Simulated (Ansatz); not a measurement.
**Al6Si (built on the sites of a database entry of SiB6): following an unstable mode**

Aim: this structure of Al6Si (built on the sites of a database entry of SiB6) is to be tested for unstable modes, and one is followed downhill.

Main program and level: Ansatz 0.2.0; DFT PBEsol, scalar-relativistic, plane waves, PAW.

The structure was built from a prototype and need not be the compound's stable phase.

### Step 1. Starting point

Symmetry: Pm-3m, No. 221, cubic system. The conventional cell has a = 6.149 Å, b = 6.149 Å, c = 6.149 Å, α = 90.00°, β = 90.00°, γ = 90.00°. Nearest to Si lie 24 Al at 4.51 Å. Nearest to Al lie 5 Al at 2.43 to 2.63 Å. Farther neighbours are not listed.

### Step 2. Modes at Γ

The cell comes from relaxations at this level that are not shown. The zone centre is the only wavevector solved here; it holds the modes that light can see, as far as symmetry allows. No field response is asked, since the mesh shows no gap.

Contents of input.yaml:

```yaml
crystal:
  lattice:
    - [6.1489135354, 0.0, 0.0]
    - [0.0, 6.1489135354, 0.0]
    - [0.0, 0.0, 6.1489135354]
  atoms:
    - { symbol: Si, position: [0.0, 0.0, 0.0] }
    - { symbol: Al, position: [0.1974385139, 0.5, 0.5] }
    - { symbol: Al, position: [0.5, 0.1974385139, 0.5] }
    - { symbol: Al, position: [0.8025614861, 0.5, 0.5] }
    - { symbol: Al, position: [0.5, 0.8025614861, 0.5] }
    - { symbol: Al, position: [0.5, 0.5, 0.1974385139] }
    - { symbol: Al, position: [0.5, 0.5, 0.8025614861] }
kpoints:
  mp_grid: { grid: [6, 6, 6] }
hamiltonian:
  xc: pbesol
scf:
  occupations: { method: methfessel_paxton, width: 0.15 }
output:
  eigenvalues: true
phonons:
  method: dfpt
```

Started as:

```console
> ansatz run input.yaml --threads 8 --pin off --max-ram 14336MiB --backend cpu --events-out ev --progress --plain --runs-dir out
```

Numbers of over 12 decimals in the logs are rounded to 6 here.

The log of the run:

```text
zone centre: on kpoints.mp_grid the ground state, and the responses unless they are solved on pairs of k-points, stand on 64 of the mesh's 216 k-points, reduced under 4 symmetry operations, with k and −k counted as one. Each operation leaves every solved displacement unchanged or reverses it
Engine: ansatz 0.2.0, aarch64-unknown-linux-gnu
Pseudopotentials: kind: paw
Pseudopotential: Si, paw, valence charge 4, recommended cutoff 420 eV (normal), Si.paw.azcp
Pseudopotential: Al, paw, valence charge 3, recommended cutoff 420 eV (normal), Al.paw.azcp
Functional definition: PBEsol
  exchange = pbesol_x
  correlation = pbesol_c
Crystal: 7 atoms, lattice volume = 232.485 Å³
Basis set: ecut = 420 eV, 4553 PW (Γ), exchange–correlation on 90×90×90 points (8 copies of the dense FFT grid, shifted against one another)
Bands: 18, of which v1, the nominal top of the filled ones, is band 11 counted from 1 (10 counted from 0)
Symmetry: 48 space group operations
k-points: 64 of 216 (irreducible under 4 space group operations, time reversal used)
Non-local potential: Si, projectors of the file, l = 0: 2, l = 1: 2, l = 2: 2
Non-local potential: Al, projectors of the file, l = 0: 2, l = 1: 2, l = 2: 1
PAW form: soft (Blöchl's): semilocal exchange-correlation on the pseudo side does not see the compensation charge
PAW frozen core: Si, regenerated for the run's functional, and the local potential with it (the file was generated under x = pbe(κ = 0.804, μ = 0.219515), c = pbe(β = 0.066725))
PAW frozen core: Al, regenerated for the run's functional, and the local potential with it (the file was generated under x = pbe(κ = 0.804, μ = 0.219515), c = pbe(β = 0.066725))
PAW one-centre angular grid: Si, 110 points (default); XC on 64 Gauss nodes
PAW one-centre angular grid: Al, 110 points (default); XC on 64 Gauss nodes
Initial density: superposition of atomic densities (neutral atoms: chi_scale 0, normalization atom), corrected by the library's trained network
Initial wavefunctions: pseudopotential atomic-orbital guess
Functional: x = pbesol(κ = 0.804, μ = 0.123457), c = pbesol(β = 0.046)
SCF iter   1: F=—  HF=-3760.556670 eV  |F-HF|=—  |Δ(HF+E_count)|=         —  Δρ=1.06e-2  dr2=1.71e0  ethr=1.77e-3  ⟨swp⟩=7.5  Hψ=7407  notcnv=0
preconditioner: auto → Resta (q_TF=auto, 1.842 Å⁻¹)  ε∞=5.9  [insulator: Δε(μ)=0.137 eV  Ē_g=5.137 eV  σ=0.150 eV  W_gap=0.65  n_scr=26 (ndim 8)  ℏωp=11.4 eV  f_vac=0.000  D(μ)=3.51/eV (n_scr^D=18)  ε∞_Penn≈5.9]
SCF iter   2: F=—  HF=-3760.406562 eV  |F-HF|=—  |Δ(HF+E_count)|=   1.50e-1  S|Δr|=    0.00e0  Δρ=3.64e-3  dr2=1.28e-1  ethr=1.77e-3  ⟨swp⟩=1.2  Hψ=1683  notcnv=0
preconditioner: auto → Kerker (q_TF=auto, 1.842 Å⁻¹)  [metal: Δε(μ)=0.080 eV  Ē_g=5.097 eV  σ=0.150 eV  W_gap=0.40  n_scr=26 (ndim 8)  ℏωp=11.4 eV  f_vac=0.000  D(μ)=6.92/eV (n_scr^D=56)]
SCF iter   3: F=—  HF=-3760.392421 eV  |F-HF|=—  |Δ(HF+E_count)|=   1.41e-2  S|Δr|=    0.00e0  Δρ=1.43e-3  dr2=8.57e-3  ethr=5.81e-4  ⟨swp⟩=1.0  Hψ=1125  notcnv=0
SCF iter   4: F=—  HF=-3760.392031 eV  |F-HF|=—  |Δ(HF+E_count)|=   3.90e-4  S|Δr|=    0.00e0  Δρ=3.95e-4  dr2=1.40e-3  ethr=3.89e-5  ⟨swp⟩=2.3  Hψ=1734  notcnv=0
SCF iter   5: F=—  HF=-3760.392087 eV  |F-HF|=—  |Δ(HF+E_count)|=   5.60e-5  S|Δr|=    0.00e0  Δρ=3.26e-4  dr2=1.74e-3  ethr=6.35e-6  ⟨swp⟩=2.0  Hψ=1578  notcnv=0
SCF iter   6: F=—  HF=-3760.391981 eV  |F-HF|=—  |Δ(HF+E_count)|=   1.06e-4  S|Δr|=    0.00e0  Δρ=1.12e-4  dr2=2.09e-4  ethr=6.35e-6  ⟨swp⟩=1.0  Hψ=1133  notcnv=0
SCF iter   7: F=—  HF=-3760.391968 eV  |F-HF|=—  |Δ(HF+E_count)|=   1.29e-5  S|Δr|=    0.00e0  Δρ=2.90e-5  dr2=1.36e-5  ethr=9.52e-7  ⟨swp⟩=1.0  Hψ=1134  notcnv=0
SCF iter   8: F=—  HF=-3760.391968 eV  |F-HF|=—  |Δ(HF+E_count)|=   6.09e-7  S|Δr|=    0.00e0  Δρ=4.98e-6  dr2=4.06e-7  ethr=6.16e-8  ⟨swp⟩=1.1  Hψ=1134  notcnv=0
SCF iter   9: F=—  HF=-3760.391963 eV  |F-HF|=—  |Δ(HF+E_count)|=   5.39e-6  S|Δr|=    0.00e0  Δρ=5.19e-7  dr2=1.94e-9  ethr=1.85e-9  ⟨swp⟩=1.8  Hψ=1435  notcnv=0
SCF iter  10: F=—  HF=-3760.391963 eV  |F-HF|=—  |Δ(HF+E_count)|=   1.19e-9  S|Δr|=    0.00e0  Δρ=1.41e-7  dr2=1.24e-10  ethr=8.82e-12  ⟨swp⟩=2.1  Hψ=1850  notcnv=0
SCF iter  11: F=-3760.391963 eV  HF=-3760.391963 eV  |F-HF|=0.00e0  |Δ(HF+E_count)|=  1.32e-11  S|Δr|=    0.00e0  Δρ=2.96e-8  dr2=3.62e-12  ethr=1.00e-12  ⟨swp⟩=8.1  Hψ=5683  notcnv=0
SCF 1 converged in 11 iterations: F = -3760.391963 eV  dr2 = 3.62e-12
  greatest PAW one-centre occupation: 0.762 electrons in one spin orbital (limit 2), on the Si atom at site 0 (counted from 0), in its partial waves of l = 0
DFPT response loops at Γ: preconditioner auto → Kerker (q_TF=auto, 1.842 Å⁻¹) (partly filled bands, converged f_vac=0.000); β = 1.00, the filter's whole step (`scf.mixing.beta` (0.50) is not read by the response loops under this deck's `scf.mixing.preconditioner`; to damp them name `kerker` or `kerker_dos`, under which they read `scf.mixing.beta`, and type it under 1.00, their step now; both keys bind the ground state too); Broyden in place of MSR1
SCF converged after 11 iterations
Stability not checked: this state was not tested for a lower state beside it, because cold or Methfessel-Paxton smearing, or corrected tetrahedra, fill the levels in a way that the test cannot read (fill_not_monotonic; see scf.lower_state_search)
Free energy (F): -3760.391963 eV
Harris-Foulkes:  -3760.391963 eV  (|F-HF|=0.00e0)
Internal energy: -3760.385059 eV  (E = F + TS)
E sigma→0 (E₀):  -3760.390237 eV
Entropy (-TS):   -0.006904 eV (-0.986 meV/atom)
Fermi energy:    1.624658 eV
--- Per-component energies (eV) ---
  E_band       = -38.679469
  E_kinetic    = 157.771626
  E_local      = -203.023227  (includes V_loc(G=0)·N_el)
  E_nonlocal   = 92.758217
  E_hartree    = 70.648590
  E_xc         = -277.394235
  E_vxc        = -203.462970  (∫ρ·V_xc dr)
  E_paw        = -3227.104372  (= ΣΔE_a)
  E_vpaw       = -24.020292  (= ΣTr[D̂ρ^β])
  E_aug_tail   = -0.000007  (compensation charges beyond the density's cutoff)
  E_ewald      = -374.188047
  E_core_change = 0.146395  (= ΣΔE_core)
  E_smearing   = -0.006904  (= −TS)
  E_closure    = 0.000000  (closes the sum)
  Σ components = -3760.391963   (vs F -3760.391963, Δ=0.00e0)
--- Band table (eV; the first three rows and the last of 64) ---
  k-point 0: bands = [... 7 lower, -0.9496, 1.6768, 1.6768, 1.6768, 2.0752, 2.0752, 2.0752, 3.5808, ... 3 higher]
  k-point 1: bands = [... 7 lower, -0.6479, 1.3005, 1.3005, 1.7601, 2.0958, 2.2001, 2.2001, 3.3428, ... 3 higher]
  k-point 2: bands = [... 7 lower, 0.4181, 0.8205, 0.8205, 1.9034, 2.1388, 2.3419, 2.3419, 2.9912, ... 3 higher]
  k-point 63: bands = [... 7 lower, -0.2609, 1.5305, 1.5305, 1.5305, 2.6012, 2.6012, 2.6012, 3.8853, ... 3 higher]
--- Phonons (Γ-DFPT): 3 representative perturbations + reference, on 64 of 216 k-points (Σ response iterations 10) ---
  k mesh reduced under 4 symmetry operations, with k and −k counted as one. Each operation leaves every solved displacement unchanged or reverses it
  ASR residual: 2.265e-5 → 0.000e0 eV/Å²; symmetrization residual: 3.762e-7 eV/Å²
  ASR residual per site (eV/Å²): 1.33e-5 2.27e-5 2.27e-5 2.27e-5 2.27e-5 2.27e-5 2.27e-5
  Γ frequencies (cm⁻¹): -143.06 -143.06 -143.06 -69.61 -69.61 -69.61 0.00 0.00 0.00 165.43 165.43 165.43 232.02 232.02 232.02 304.93 304.93 304.93 445.68 445.68 553.47
  non-analytic LO–TO correction: not included (Born effective charges unavailable; polar crystals: no LO–TO splitting at Γ)
```

The job ended after 12 s (8 threads of Arm Neoverse V2, shared host; peak memory 1.4 GiB; 89 s of CPU time).

This step gave:

```
volume per atom                                         : 33.21 Å³
gap on the k-mesh                                       : 0 eV
sum-rule residual before enforcement                    : 2.27e-5 eV/Å²
point group                                             : m-3m
highest optical mode at the zone centre (no LO-TO term) : 553.5 cm⁻¹
lowest optical zone-centre mode                         : -143.1 cm⁻¹
```

Patterns of degenerate modes are one choice out of their space. Modes at Γ, with each element's share of the kinetic energy (negative means imaginary):

```csv
mode,frequency (cm⁻¹),symmetry,Si %,Al %
1,-143.1,T1u,85,15
2,-143.1,T1u,85,15
3,-143.1,T1u,85,15
4,-69.6,T1g,0,100
5,-69.6,T1g,0,100
6,-69.6,T1g,0,100
7,0.0,acoustic,15,85
8,0.0,acoustic,15,85
9,0.0,acoustic,15,85
10,165.4,T2u,0,100
11,165.4,T2u,0,100
12,165.4,T2u,0,100
13,232.0,T2g,0,100
14,232.0,T2g,0,100
15,232.0,T2g,0,100
16,304.9,T1u,0,100
17,304.9,T1u,0,100
18,304.9,T1u,0,100
19,445.7,Eg,0,100
20,445.7,Eg,0,100
21,553.5,A1g,0,100
```

Displacements in mode 3 (-143.1 cm⁻¹), the largest set to 1:
```
Si1  0.02  1.00 -0.55
Al2  0.00 -0.17  0.10
Al3  0.00 -0.17  0.10
Al4  0.00 -0.17  0.10
Al5  0.00 -0.17  0.10
Al6  0.00 -0.17  0.10
Al7  0.00 -0.17  0.10
```

Displacements in mode 6 (-69.6 cm⁻¹), the largest set to 1:
```
Si1  0.00  0.00  0.00
Al2  0.00  0.08 -0.17
Al3 -0.08  0.00 -1.00
Al4  0.00 -0.08  0.17
Al5  0.08  0.00  1.00
Al6  0.17  1.00  0.00
Al7 -0.17 -1.00  0.00
```

Before it was imposed, the acoustic sum rule was missed by 2.3e-5 eV/Å². Small misses are needed for a sound result but don't prove that mesh and cutoff are converged. The lowest optical mode is imaginary, 143.1i cm⁻¹, so the energy falls along it.

### Step 3. The mode frozen in, largest atomic shift 0 Å

The mode followed lies at Γ with frequency 69.6i cm⁻¹ and is 3-fold degenerate, one of the unstable modes though not the softest. At small amplitude the distorted cell has space group no. 12 by a symmetry search on the positions. The undistorted cell that holds it gives the zero of energy on the same k mesh.

input.yaml, as its differences from that of step 2:

```diff
@@ -20,4 +20,4 @@
 output:
+  forces: true
+  stress: true
   eigenvalues: true
-phonons:
-  method: dfpt
```

The log of the run:

```text
[...]
Crystal: 7 atoms, lattice volume = 232.485 Å³
Basis set: ecut = 420 eV, 4553 PW (Γ), exchange–correlation on 90×90×90 points (8 copies of the dense FFT grid, shifted against one another)
Bands: 18, of which v1, the nominal top of the filled ones, is band 11 counted from 1 (10 counted from 0)
Symmetry: 48 space group operations
[...]
k-points: 20 of 216
[...]
k-point 0: bands = [... 7 lower, -0.9496, 1.6768, 1.6768, 1.6768, 2.0752, 2.0752, 2.0752, 3.5808, ... 3 higher]
  k-point 1: bands = [... 7 lower, -0.6479, 1.3005, 1.3005, 1.7601, 2.0958, 2.2001, 2.2001, 3.3428, ... 3 higher]
  k-point 2: bands = [... 7 lower, 0.4181, 0.8205, 0.8205, 1.9034, 2.1388, 2.3419, 2.3419, 2.9912, ... 3 higher]
  k-point 19: bands = [... 7 lower, -0.2609, 1.5305, 1.5305, 1.5305, 2.6012, 2.6012, 2.6012, 3.8853, ... 3 higher]
[key lines of the parts left out:]
SCF converged after 9 iterations
Free energy (F): -3760.391963 eV
Fermi energy:    1.624661 eV
P = ⅓ Tr σ = 0.0001 GPa (0.001 kbar)
```

Run time: 0.76 s. Hardware: 8 threads; peak memory 0.62 GiB.

This step gave:

```yaml
pressure: 1.04e-4 GPa
energy_from_the_undistorted_cell: 0 meV/atom
```

The run ends at a pressure of 0.00 GPa, with forces up to 3.4e-4 eV/Å.

### Step 4. The mode frozen in, largest atomic shift 0.6 Å

The atoms are moved along the unstable eigenvector, the largest shift by 0.6 Å, with the cell fixed.

input.yaml, the sections that differ from step 3:

```yaml
crystal:
  lattice:
    - [6.1489135354, 0.0, 0.0]
    - [0.0, 6.1489135354, 0.0]
    - [0.0, 0.0, 6.1489135354]
  atoms:
    - { symbol: Si, position: [0.0, 0.0, 0.0] }
    - { symbol: Al, position: [0.1974385139, 0.4310017833, 0.5689982167] }
    - { symbol: Al, position: [0.5689982167, 0.1974385139, 0.5] }
    - { symbol: Al, position: [0.8025614861, 0.5689982167, 0.4310017833] }
    - { symbol: Al, position: [0.4310017833, 0.8025614861, 0.5] }
    - { symbol: Al, position: [0.4310017833, 0.5, 0.1974385139] }
    - { symbol: Al, position: [0.5689982167, 0.5, 0.8025614861] }
# kpoints, hamiltonian, scf, output: as in step 3
```

The log of the run:

```text
[...]
Crystal: 7 atoms, lattice volume = 232.485 Å³
Basis set: ecut = 420 eV, 4553 PW (Γ), exchange–correlation on 90×90×90 points (8 copies of the dense FFT grid, shifted against one another)
Bands: 18, of which v1, the nominal top of the filled ones, is band 11 counted from 1 (10 counted from 0)
Symmetry: 4 space group operations
[...]
k-points: 68 of 216
[...]
k-point 0: bands = [... 7 lower, -0.5241, 1.6556, 1.8260, 1.8891, 1.9512, 2.1668, 2.2891, 3.3207, ... 3 higher]
  k-point 1: bands = [... 7 lower, -0.3252, 1.2942, 1.3757, 1.8973, 2.1277, 2.3442, 2.3689, 3.2926, ... 3 higher]
  k-point 2: bands = [... 7 lower, 0.6532, 0.7589, 0.9043, 2.1436, 2.2032, 2.5233, 2.5621, 2.8817, ... 3 higher]
  k-point 67: bands = [... 7 lower, -0.1213, 1.8709, 2.0978, 2.1900, 2.8824, 2.9089, 2.9179, 3.5798, ... 3 higher]
[key lines of the parts left out:]
SCF converged after 8 iterations
Free energy (F): -3760.580216 eV
Fermi energy:    1.817574 eV
P = ⅓ Tr σ = -3.8822 GPa (-38.822 kbar)
```

The job ended after 1.8 s (8 threads; peak memory 0.75 GiB; 13 s of CPU time).

Numbers from this step:

```yaml
pressure: -3.882 GPa
energy_from_the_undistorted_cell: -27.00 meV/atom
```

The energy, extrapolated to zero smearing, is -27.00 meV/atom against the undistorted cell.

The run ends at a pressure of -3.88 GPa, with forces up to 0.51 eV/Å.

### Step 5. Energy along the mode, all amplitudes (two of the runs are shown above)

An imaginary frequency means negative curvature, so the energy should fall and then rise again as anharmonic terms take over.

Numbers from this step:

| Property | Result |
| --- | --- |
| depth at the lowest point sampled | 27.00 meV/atom |
| largest atomic shift at that point | 0.6 Å |

The energy from the parent by largest atomic shift:

| largest atomic shift (Å) | energy from the parent (meV/atom) |
| --- | --- |
| 0.000 | 0 |
| 0.040 | -0.214 |
| 0.080 | -0.842 |
| 0.140 | -2.45 |
| 0.220 | -5.51 |
| 0.320 | -10.2 |
| 0.450 | -17.5 |
| 0.600 | -27.0 |

Displacement at unit largest shift by atom:

```
atom   x (Å)   y (Å)   z (Å)   size
 Si1   0.000   0.000   0.000  0.000
 Al2   0.000  -0.707   0.707  1.000
 Al3   0.707   0.000   0.000  0.707
 Al4   0.000   0.707  -0.707  1.000
 Al5  -0.707   0.000   0.000  0.707
 Al6  -0.707   0.000   0.000  0.707
 Al7   0.707   0.000   0.000  0.707
```

The lowest of the steps tried is the last one, at 0.6 Å, 27.0 meV/atom below the parent; the bottom of the well need not coincide with a step.

(Continued in part 2 of 3.)

[Logs are printed without paths, hosts, clocks, repeated set-up lines and the standing remarks that a program may print on its own settings, such as how far it seeks lower states.]

[Hosts, paths, dates, database ids (printed as entryN), source tags and the programs' standing remarks are cut or masked in the printed files.]
